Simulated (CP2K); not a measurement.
Two runs for the O K edge of sulfuric acid. Run A: CP2K XAS_TDP, all-electron GAPW, PBEh(45%), aug-cc-pVDZ, TDA, no relativity. Run B differs in one setting.

First lines with a strength over 0.0015. A:

```tsv
atom	energy (eV)	states	strength, one atom
O1 (bonded to S and H), 2 alike	531.23	1	0.0287
	531.77	1	0.0379
	533.76	1	0.0059
	534.25	1	0.0132
	534.92	1	0.0093
O4 (bonded to S), 2 alike	530.43	1	0.0294
	531.59	1	0.0242
	532.00	1	0.0242
	532.28	1	0.0113
	533.06	1	0.0029
```

B:

```tsv
atom	energy (eV)	states	strength, one atom
O1 (bonded to S and H), 2 alike	536.43	1	0.0284
	536.97	1	0.0375
	538.96	1	0.0059
	539.46	1	0.0130
	540.12	1	0.0092
O4 (bonded to S), 2 alike	535.21	1	0.0291
	536.36	1	0.0240
	536.77	1	0.0240
	537.05	1	0.0112
	537.83	1	0.0029
```

**Question.** Which was it: the basis, scalar relativity switched on, GW2X switched on, the functional?

GW2X switched on. GW2X shifts an atom's lines together and keeps their spacings. Against PBEh(45%) in aug-cc-pVDZ, the leading lines move by +5.20 eV (O1, to 536.43) and +4.78 eV (O4, to 535.21).

[Banner, clock and machine lines of the logs are left out without a mark of their own.]

[Logs are printed without paths, hosts, clocks, repeated set-up lines and the standing remarks that a program may print on its own settings, such as how far it seeks lower states.]

[Hosts, paths, dates, database ids (printed as entryN), source tags and the programs' standing remarks are cut or masked in the printed files.]
